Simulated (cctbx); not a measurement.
# A crystallographic session in cctbx: Tb2Zn8Ru

Library: cctbx 2025.11. The data are simulated by the first script.

## 1. Simulate the data

run.py:

```python
from cctbx import adptbx, crystal, miller, sgtbx, xray
from cctbx.array_family import flex
from iotbx.shelx import hklf
from scitbx import matrix
import scitbx.random

cs = crystal.symmetry(unit_cell=(4.173, 4.173, 11.165, 90, 90, 90), space_group_symbol='Hall: -P 4 2')  # P4/mmm
atoms = [  # label, site, U (iso, or U11 U22 U33 U12 U13 U23 in A^2), occupancy
    ("Tb1", (0, 0, 0.301), 0.0095, 1),
    ("Ru1", (0, 0, 0), 0.0089, 1),
    ("Zn1", (0.5, 0.5, 0.303), 0.0108, 1),
    ("Zn2", (0, 0.5, 0.5), 0.0120, 1),
    ("Zn3", (0, 0.5, 0.1172), 0.0104, 1),
]
xs = xray.structure(crystal_symmetry=cs)
for label, site, u, occ in atoms:
    u = adptbx.u_cif_as_u_star(cs.unit_cell(), u) if isinstance(u, tuple) else u
    xs.add_scatterer(xray.scatterer(label, site=site, u=u, occupancy=occ))
xs.set_inelastic_form_factors(0.56087, "sasaki")
xs.show_summary()
p1 = xs.expand_to_p1()
ms = miller.build_set(p1, anomalous_flag=True, d_min=1.1)
flex.set_random_seed(360582)
scitbx.random.set_random_seed(360582)
ms = ms.select(flex.random_double(ms.size()) < 0.8)
i = ms.structure_factors_from_scatterers(p1, algorithm="direct").f_calc().as_intensity_array().data()
i = i * 5000 / flex.max(i)
sig = flex.sqrt(i + flex.pow2(0.015 * i) + 4 ** 2)
noise = scitbx.random.variate(scitbx.random.normal_distribution())(i.size())
data = ms.array(data=i + sig * noise, sigmas=sig).set_observation_type_xray_intensity()
with open("data.hkl", "w") as f:
    data.export_as_shelx_hklf(f)
print("reflections written:", data.size(), " <I/sigma> = %.1f" % flex.mean(data.data() / data.sigmas()))
for h, a, b in list(data.sort("data"))[:12]:
    print("%4d%4d%4d %9.1f %7.1f" % (h + (a, b)))
```

```console
$ python run.py
```

```text
Number of scatterers: 5
At special positions: 5
Unit cell: (4.173, 4.173, 11.165, 90, 90, 90)
Space group: P 4/m m m (No. 123)
reflections written: 492  <I/sigma> = 11.2
  -2   0   0    5064.6   103.2
   2   0   0    4998.2   103.2
   0  -2   0    4898.5   103.2
   1   1  -3    3568.1    78.8
   1   1   3    3550.1    78.8
  -1  -1  -3    3531.2    78.8
  -1  -1   3    3529.9    78.8
   1  -1  -3    3469.1    78.8
  -1   1   3    3463.3    78.8
   1  -1   3    3448.4    78.8
  -2  -2   0    3446.5    76.4
   2  -2   0    3364.2    76.4
```

Run time: 0.4 s on 1 thread of Arm Neoverse N1, with other jobs on the host, peak memory 0.07 GiB.

## 2. Refinement (right model)

run.py:

```python
import math
from cctbx import adptbx, crystal, maptbx, sgtbx, xray
from cctbx.array_family import flex
from cctbx.xray import observations
from iotbx.shelx import hklf
from scitbx.lstbx import normal_eqns_solving
from smtbx import absolute_structure, utils
from smtbx.refinement import constraints, least_squares

cs = crystal.symmetry(unit_cell=(4.173, 4.173, 11.165, 90, 90, 90), space_group_symbol='Hall: -P 4 2')  # P4/mmm
atoms = [  # label, site, U (iso, or U11 U22 U33 U12 U13 U23 in A^2), occupancy
    ("Tb1", (0, 0, 0.3022), 0.0200, 1),
    ("Ru1", (0, 0, 0), 0.0200, 1),
    ("Zn1", (0.5, 0.5, 0.303), 0.0200, 1),
    ("Zn2", (0, 0.5, 0.5), 0.0200, 1),
    ("Zn3", (0, 0.5, 0.1175), 0.0200, 1),
]
xs = xray.structure(crystal_symmetry=cs)
for label, site, u, occ in atoms:
    u = adptbx.u_cif_as_u_star(cs.unit_cell(), u) if isinstance(u, tuple) else u
    xs.add_scatterer(xray.scatterer(label, site=site, u=u, occupancy=occ))
xs.set_inelastic_form_factors(0.56087, "sasaki")
raw = hklf.reader(file_name="data.hkl").as_miller_arrays(crystal_symmetry=cs, anomalous=True)[0]
merged = raw.eliminate_sys_absent().merge_equivalents()
fo2 = merged.array().set_observation_type_xray_intensity()
print("Rint %.3f, %d unique reflections to %.2f A" % (merged.r_int(), fo2.size(), fo2.d_min()))
for sc in xs.scatterers():
    sc.flags.set_grad_site(True)
    sc.flags.set_grad_u_aniso(sc.flags.use_u_aniso())
    sc.flags.set_grad_u_iso(sc.flags.use_u_iso())
obs = fo2.as_xray_observations()
extra = {}
rep = constraints.reparametrisation(xs, [], utils.connectivity_table(xs), **extra)
ls = least_squares.crystallographic_ls(obs, rep, weighting_scheme=least_squares.mainstream_shelx_weighting(a=0, b=0))
print("cycle     R1     wR2    GooF  max shift (A)")
for cycle in range(8):
    ls.build_up()
    r1, wr2, goof = ls.r1_factor(cutoff_factor=2)[0], ls.wR2(), ls.goof()
    old = xs.sites_cart()
    normal_eqns_solving.levenberg_marquardt_iterations(ls, n_max_iterations=3, tau=1e-06, step_threshold=1e-7)
    big = flex.max((xs.sites_cart() - old).norms())
    print("%4d %7.4f %7.4f %7.3f %9.5f" % (cycle + 1, r1, wr2, goof, big))
    ls.build_up(objective_only=True)
    if abs(ls.wR2() - wr2) < 5e-5 and big < 5e-4:
        break
ls.build_up()
print("final R1 %.4f wR2 %.4f GooF %.3f  parameters %d  data/parameter %.1f" % (ls.r1_factor(cutoff_factor=2)[0], ls.wR2(), ls.goof(), ls.n_parameters, fo2.size() / ls.n_parameters))
cov = ls.covariance_matrix_and_annotations()
su = dict(zip(cov.annotations, (math.sqrt(max(v, 0)) for v in cov.matrix.matrix_packed_u_diagonal())))
a2 = cs.unit_cell().reciprocal_parameters()[0] ** -2
print("atom        x        y        z      Ueq    occ   su(xyz)  su(Uiso or U11)")
for sc in xs.scatterers():
    s = max(su.get(sc.label + k, 0) for k in (".x", ".y", ".z"))
    npd = "" if sc.is_positive_definite_u(cs.unit_cell()) else "  NPD"
    print("%-5s %8.5f %8.5f %8.5f %8.4f %6.3f %8.5f %7.4f%s" % ((sc.label,) + sc.site + (sc.u_iso_or_equiv(cs.unit_cell()), sc.occupancy, s, su.get(sc.label + ".uiso", su.get(sc.label + ".u11", 0) * a2), npd)))
fo = fo2.f_sq_as_f()
fc = fo.structure_factors_from_scatterers(xs, algorithm="direct").f_calc()
diff = fo.f_obs_minus_f_calc(1 / math.sqrt(ls.scale_factor()), fc).average_bijvoet_mates()
m = diff.fft_map(symmetry_flags=maptbx.use_space_group_symmetry, resolution_factor=0.25).apply_volume_scaling()
print("difference map: max %.2f min %.2f rms %.2f" % (m.statistics().max(), m.statistics().min(), m.statistics().sigma()))
peaks = m.peak_search(parameters=maptbx.peak_search_parameters(min_distance_sym_equiv=0.6, max_clusters=6)).all()
near = xs.closest_distances(peaks.sites(), distance_cutoff=4)
sps = cs.special_position_settings(min_distance_sym_equiv=0.5)
for k, (x, h) in enumerate(zip(peaks.sites(), peaks.heights())):
    ss = sps.site_symmetry(x)
    print("Q%-3d %7.4f %7.4f %7.4f %4d %7.2f  %.2f A from %s" % ((k + 1,) + tuple(t % 1 for t in ss.exact_site()) + (ss.multiplicity(), h, near.smallest_distances[k], xs.scatterers()[near.i_seqs[k]].label)))
```

```console
$ python run.py
```

```text
Rint 0.031, 72 unique reflections to 1.11 A
cycle     R1     wR2    GooF  max shift (A)
   1  0.0471  0.0966   4.097   0.01349
   2  0.0108  0.0202   0.855   0.00000
final R1 0.0108 wR2 0.0202 GooF 0.855  parameters 8  data/parameter 9.0
atom        x        y        z      Ueq    occ   su(xyz)  su(Uiso or U11)
Tb1    0.00000  0.00000  0.30099   0.0096  1.000  0.00007  0.0003
Ru1    0.00000  0.00000  0.00000   0.0078  1.000  0.00000  0.0007
Zn1    0.50000  0.50000  0.30292   0.0108  1.000  0.00016  0.0005
Zn2    0.00000  0.50000  0.50000   0.0125  1.000  0.00000  0.0006
Zn3    0.00000  0.50000  0.11728   0.0105  1.000  0.00011  0.0004
difference map: max 0.71 min -0.55 rms 0.14
Q1    0.0000  0.0000  0.5000    1    0.75  2.09 A from Zn2
Q2    0.1675  0.1675  0.0421    8    0.52  1.09 A from Ru1
Q3    0.0000  0.5000  0.4360    4    0.46  0.71 A from Zn2
Q4    0.5000  0.5000  0.0000    1    0.43  2.46 A from Zn3
Q5    0.1426  0.1426  0.1742    8    0.38  1.65 A from Tb1
Q6    0.2868  0.2868  0.5000    4    0.34  1.49 A from Zn2
```

Time: 0.59 s.

## 3. Simulate the data

run.py, as its changes from the last script of this kind:

```diff
@@ -22 +22 @@
-ms = miller.build_set(p1, anomalous_flag=True, d_min=1.1)
+ms = miller.build_set(p1, anomalous_flag=True, d_min=0.84)
```

```console
$ python run.py
```

```text
Number of scatterers: 5
At special positions: 5
Unit cell: (4.173, 4.173, 11.165, 90, 90, 90)
Space group: P 4/m m m (No. 123)
reflections written: 1047  <I/sigma> = 9.5
   0   2   0    5012.3   103.2
   0  -2   0    4889.2   103.2
  -2   0   0    4827.1   103.2
  -1   1   3    3574.0    78.8
   1  -1  -3    3525.2    78.8
   1   1   3    3493.9    78.8
  -1  -1   3    3473.4    78.8
   1  -1   3    3400.5    78.8
   1   1  -3    3357.6    78.8
   0   0   5    3343.1    75.8
   0   0  -5    3265.1    75.8
  -2   2   0    3246.1    76.4
```

Time: 0.41 s.

## 4. Refinement (right model)

run.py, as its changes from the last script of this kind:

```diff
@@ -12 +12 @@
-    ("Tb1", (0, 0, 0.3022), 0.0200, 1),
+    ("Tb1", (0, 0, 0.3042), 0.0200, 1),
@@ -16 +16 @@
-    ("Zn3", (0, 0.5, 0.1175), 0.0200, 1),
+    ("Zn3", (0, 0.5, 0.1161), 0.0200, 1),
@@ -22,0 +23 @@
+xs.convert_to_anisotropic()
```

```console
$ python run.py
```

```text
Rint 0.037, 137 unique reflections to 0.84 A
cycle     R1     wR2    GooF  max shift (A)
   1  0.1086  0.2008   7.704   0.03545
   2  0.0137  0.0230   0.883   0.00000
final R1 0.0137 wR2 0.0230 GooF 0.883  parameters 15  data/parameter 9.1
atom        x        y        z      Ueq    occ   su(xyz)  su(Uiso or U11)
Tb1    0.00000  0.00000  0.30102   0.0092  1.000  0.00005  0.0002
Ru1    0.00000  0.00000  0.00000   0.0094  1.000  0.00000  0.0006
Zn1    0.50000  0.50000  0.30301   0.0105  1.000  0.00012  0.0004
Zn2    0.00000  0.50000  0.50000   0.0122  1.000  0.00000  0.0007
Zn3    0.00000  0.50000  0.11722   0.0104  1.000  0.00008  0.0005
difference map: max 0.86 min -0.79 rms 0.20
Q1    0.5000  0.5000  0.3826    2    0.90  0.89 A from Zn1
Q2    0.0000  0.3242  0.0000    4    0.65  1.35 A from Ru1
Q3    0.0000  0.2755  0.0972    8    0.61  0.96 A from Zn3
Q4    0.1859  0.5000  0.0501    8    0.58  1.08 A from Zn3
Q5    0.0000  0.5000  0.1167    4    0.56  0.01 A from Zn3
Q6    0.5000  0.5000  0.1607    2    0.55  1.59 A from Zn1
```

Time: 0.62 s.

## 5. Simulate the data

run.py, as its changes from the last script of this kind:

```diff
@@ -22 +22 @@
-ms = miller.build_set(p1, anomalous_flag=True, d_min=0.84)
+ms = miller.build_set(p1, anomalous_flag=True, d_min=0.6)
```

```console
$ python run.py
```

```text
Number of scatterers: 5
At special positions: 5
Unit cell: (4.173, 4.173, 11.165, 90, 90, 90)
Space group: P 4/m m m (No. 123)
reflections written: 2945  <I/sigma> = 6.5
  -2   0   0    4994.3   103.2
   0   2   0    4938.1   103.2
   2   0   0    4904.2   103.2
   0  -2   0    4818.9   103.2
  -1   1  -3    3588.8    78.8
  -1  -1   3    3533.3    78.8
   1  -1   3    3514.4    78.8
   1   1  -3    3494.6    78.8
   1  -1  -3    3478.1    78.8
  -2   2   0    3407.9    76.4
   0   0  -5    3351.0    75.8
   2   2   0    3336.2    76.4
```

Time: 0.45 s.

## 6. Refinement (right model)

run.py, as its changes from the last script of this kind:

```diff
@@ -12 +12 @@
-    ("Tb1", (0, 0, 0.3042), 0.0200, 1),
+    ("Tb1", (0, 0, 0.3022), 0.0200, 1),
@@ -14 +14 @@
-    ("Zn1", (0.5, 0.5, 0.303), 0.0200, 1),
+    ("Zn1", (0.5, 0.5, 0.305), 0.0200, 1),
@@ -16 +16 @@
-    ("Zn3", (0, 0.5, 0.1161), 0.0200, 1),
+    ("Zn3", (0, 0.5, 0.1176), 0.0200, 1),
```

```console
$ python run.py
```

```text
Rint 0.054, 333 unique reflections to 0.60 A
cycle     R1     wR2    GooF  max shift (A)
   1  0.1507  0.2672   7.658   0.02193
   2  0.0181  0.0334   0.957   0.00000
final R1 0.0181 wR2 0.0334 GooF 0.957  parameters 15  data/parameter 22.2
atom        x        y        z      Ueq    occ   su(xyz)  su(Uiso or U11)
Tb1    0.00000  0.00000  0.30101   0.0095  1.000  0.00004  0.0001
Ru1    0.00000  0.00000  0.00000   0.0088  1.000  0.00000  0.0003
Zn1    0.50000  0.50000  0.30304   0.0111  1.000  0.00010  0.0002
Zn2    0.00000  0.50000  0.50000   0.0122  1.000  0.00000  0.0004
Zn3    0.00000  0.50000  0.11723   0.0103  1.000  0.00006  0.0003
difference map: max 3.07 min -3.00 rms 0.43
Q1    0.5000  0.5000  0.0477    2    3.47  2.23 A from Zn3
Q2    0.0000  0.0000  0.0982    2    2.28  1.10 A from Ru1
Q3    0.0000  0.1767  0.0435    8    1.81  0.88 A from Ru1
Q4    0.0000  0.0000  0.4564    2    1.76  1.73 A from Tb1
Q5    0.0000  0.0000  0.3616    2    1.67  0.68 A from Tb1
Q6    0.3642  0.5000  0.0000    4    1.67  2.01 A from Zn3
```

Run time: 0.6 s on 1 thread of Arm Neoverse N1 (shared host), peak memory 0.09 GiB.

[Logs are printed without paths, hosts, clocks, repeated set-up lines and the standing remarks that a program may print on its own settings, such as how far it seeks lower states.]
